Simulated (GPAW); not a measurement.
# Dielectric function and optical constants of BaTiO3, part 2 of 2

Wanted: where BaTiO3 starts to absorb, how strongly, and its refractive index. The cell comes from an older database entry, whose edges can differ from later determinations, mostly by under a per cent.

GPAW 26.7.0; DFT, PBE, plane-wave PAW (GPAW data sets), scalar-relativistic, RPA, optical limit.

So far. Step 2 (Ground state): There is a gap, 1.81 eV on this mesh (points off the mesh can give less), so no carriers' term is needed.

The database entry behind the starting cell differs from later determinations by our own check (c/a about 0.6 % short), so it need not match the best structure at ambient conditions.

## 4. Dielectric function, RPA (continued)

The Im ε has structure finer than the step of the table below, so its rows give means over 1 eV, whole bins alone (the curve runs from 0 to 20.1 eV). Peaks (eV: height): E ∥ x 4.1: 7.22, 7.2: 4.66, 9.0: 4.51; E ∥ z 4.1: 6.20, 7.2: 5.11, 9.1: 4.99.

Values under the direct gap are tails of Lorentzian lines. The Im ε by photon energy; means over each step:

```csv
photon energy (eV),E ∥ x,E ∥ z
1,0.0815,0.0560
2,0.580,0.255
3,3.20,1.90
4,6.12,5.33
5,3.87,4.22
6,2.97,3.27
7,4.08,4.35
8,3.87,4.27
9,4.23,4.51
10,3.68,3.70
11,2.83,2.77
12,1.85,1.86
13,0.964,0.967
14,0.812,0.841
15,1.11,1.16
16,1.19,1.16
17,1.47,1.41
18,1.58,1.56
19,1.50,1.50
```

Re ε against photon energy:

```csv
photon energy (eV),E ∥ x,E ∥ z
0.0,5.90,5.53
0.5,5.96,5.57
1.0,6.13,5.70
1.5,6.49,5.94
2.0,7.23,6.39
2.5,8.10,7.16
3.0,7.89,7.75
3.5,7.17,7.96
4.0,6.07,6.57
4.5,2.12,3.75
5.0,2.43,2.99
5.5,2.67,3.20
6.0,3.26,3.62
6.5,3.49,3.52
7.0,3.25,3.80
7.5,1.98,2.23
8.0,2.32,2.14
8.5,2.05,1.87
9.0,1.30,1.32
9.5,0.870,0.587
10.0,0.426,0.0970
10.5,-0.0786,-0.267
11.0,-0.158,-0.133
11.5,-0.332,-0.385
12.0,-0.491,-0.460
12.5,-0.255,-0.289
13.0,0.142,0.121
13.5,0.485,0.492
14.0,0.854,0.825
14.5,1.12,1.11
15.0,1.23,1.09
15.5,1.10,1.02
16.0,1.35,1.30
16.5,1.42,1.33
17.0,1.37,1.34
17.5,1.21,1.20
18.0,1.38,1.38
18.5,1.03,1.01
19.0,1.12,1.17
19.5,1.28,1.30
20.0,1.71,1.66
```

Values under the direct gap are tails of Lorentzian lines. Table of Im ε, E ∥ x by photon energy; read off at these points:

```csv
photon energy (eV),without local fields,with local fields
0.00,0,0
0.50,0.0349,0.0332
1.00,0.0803,0.0761
1.50,0.162,0.153
2.00,0.492,0.462
2.50,1.63,1.50
3.00,3.51,3.24
3.50,5.45,5.05
4.00,7.34,6.92
4.07,7.54,7.21
4.11,7.48,7.22
4.50,5.46,5.68
5.00,3.68,3.83
5.50,2.71,2.82
6.00,3.05,3.12
6.50,2.98,3.00
7.00,4.21,4.26
7.21,4.56,4.66
7.50,3.99,4.06
8.00,3.63,3.58
8.50,4.66,4.42
9.00,4.80,4.49
9.50,4.00,3.66
10.00,4.07,3.69
10.50,4.12,3.86
11.00,2.77,2.63
11.50,2.38,2.38
12.00,1.79,1.81
12.50,1.35,1.32
13.00,0.964,0.912
13.50,0.823,0.752
14.00,0.912,0.850
14.50,1.00,0.912
15.00,1.28,1.18
15.50,1.54,1.16
16.00,1.96,1.23
16.50,2.32,1.33
17.00,2.81,1.49
17.50,3.00,1.46
18.00,4.12,1.56
18.27,4.67,1.77
18.50,4.53,1.58
19.00,4.33,1.44
19.50,3.12,1.53
20.00,2.14,1.74
```

The reflectivity at normal incidence has structure finer than the step of the table below, so its rows give means over 1 eV, whole bins alone (the curve runs from 0 to 20.1 eV). Peaks (eV: height): E ∥ x 4.1: 30.2, 7.3: 22.7, 9.2: 25.4, 10.6: 29.3, 11.9: 27.6, 18.3: 9.87; E ∥ z 4.0: 28.1, 7.3: 24.3, 9.2: 28.3, 10.6: 29.6, 18.3: 9.79.

The reflectivity at normal incidence by photon energy; means over each step:

```csv
photon energy (eV),E ∥ x (%),E ∥ z (%)
1,18.1,16.8
2,21.0,18.9
3,25.0,23.2
4,28.3,26.7
5,19.7,20.8
6,15.9,17.4
7,20.7,21.7
8,19.7,21.6
9,23.5,25.3
10,23.5,25.0
11,25.9,26.2
12,25.5,25.7
13,14.4,14.9
14,4.10,4.37
15,5.12,5.62
16,5.50,5.42
17,7.43,7.06
18,8.34,8.17
19,7.99,7.95
```

The loss function −Im 1/ε at q → 0 has structure finer than the step of the table below, so its rows give means over 1 eV, whole bins alone (the curve runs from 0 to 20.1 eV). Peaks (eV: height): E ∥ x 13.0: 1.07; E ∥ z 13.0: 1.07.

Values under the direct gap are tails of Lorentzian lines. Table of loss function −Im 1/ε at q → 0 by energy loss; means over each step:

```csv
energy loss (eV),E ∥ x,E ∥ z
1,0.00211,0.00169
2,0.0102,0.00578
3,0.0432,0.0283
4,0.0932,0.0805
5,0.192,0.157
6,0.156,0.144
7,0.150,0.137
8,0.191,0.183
9,0.218,0.210
10,0.264,0.269
11,0.354,0.359
12,0.533,0.528
13,0.971,0.970
14,0.603,0.610
15,0.420,0.450
16,0.389,0.411
17,0.380,0.388
18,0.393,0.392
19,0.420,0.416
```

From ε follow the optical constants at some laser and lamp lines:

```csv
wavelength (nm),n x,k x,R (%) x,1/α x,n z,k z,R (%) z,1/α z
1550,2.46,0.012,17.8,11 µm,2.37,0.009,16.6,14 µm
1064,2.49,0.019,18.3,4.4 µm,2.40,0.014,17.0,6.2 µm
800,2.56,0.032,19.2,2.0 µm,2.44,0.021,17.6,3.0 µm
532,2.79,0.180,22.5,235 nm,2.63,0.081,20.1,522 nm
450,2.89,0.428,24.5,84 nm,2.76,0.221,22.2,162 nm
405,2.85,0.599,25.0,54 nm,2.81,0.357,23.2,90 nm
193,1.99,0.769,16.4,20 nm,2.05,0.853,18.2,18 nm
```

Below the direct gap, k and the depth come from the tails of the Lorentzian lines, not from transitions.

Rows near the edge hang on the gap, which this functional as a rule makes too small, and phonon-assisted absorption is left out.

At 1064 nm the birefringence n(z) − n(x) is -0.094: the crystal is uniaxial negative at this level.

## 5. Summary of results

```json
{"electronic dielectric constant ε∞, mean over x, y and z (by symmetry where fewer were run) (RPA)": "5.78", "main peak of Im epsilon, first axis": "4.09 eV", "centre of weight of the strongest loss peak in the window, first axis": "13.1 eV"}
```

At this level (PBE, RPA) BaTiO3 has a mean ε∞ = 5.78 and n = 2.46 at 1550 nm (E ∥ x), and Im ε peaks at 4.1 eV (E ∥ x). On the mesh the gap is 1.81 eV and the least direct gap 2.09 eV, so on this mesh the band edges lie at different points. Local fields change the static value along x from 6.16 to 5.90 (-4 %). Distinct maxima of Im ε, read by a parabola through the highest points, lie at 4.09 eV (7.2), 7.23 eV (4.7), 9.03 eV (4.5) and 10.46 eV (3.9) for E ∥ x. The static values by axis are 5.90 (x), 5.53 (z). At 1064 nm the birefringence n(z) − n(x) is -0.094: the crystal is uniaxial negative at this level. Excitons and phonon-assisted transitions are missing; PBE gaps are as a rule too small, which pulls the onset down and ε∞ up. Spin-orbit coupling is left out although heavy atoms are present. The sum runs over mesh points, so small or evenly spaced maxima can still be ripples of the mesh. The curves end at 20 eV, about where the summed bands run out. In this version of GPAW the matrix elements of the optical limit are incomplete, which can lower ε − 1 by up to a tenth where first-row anions or d states rule, and shift it by more in d metals. Besides steps told in other documents, this task had 1 run with a known fault of program or setting; those not told in a step above aren't shown.

[Machine, clock and banner lines and Python warnings are left out of the logs.]

[Logs are printed without paths, hosts, clocks, repeated set-up lines and the standing remarks that a program may print on its own settings, such as how far it seeks lower states.]

[Hosts, paths, dates, database ids (printed as entryN), source tags and the programs' standing remarks are cut or masked in the printed files.]
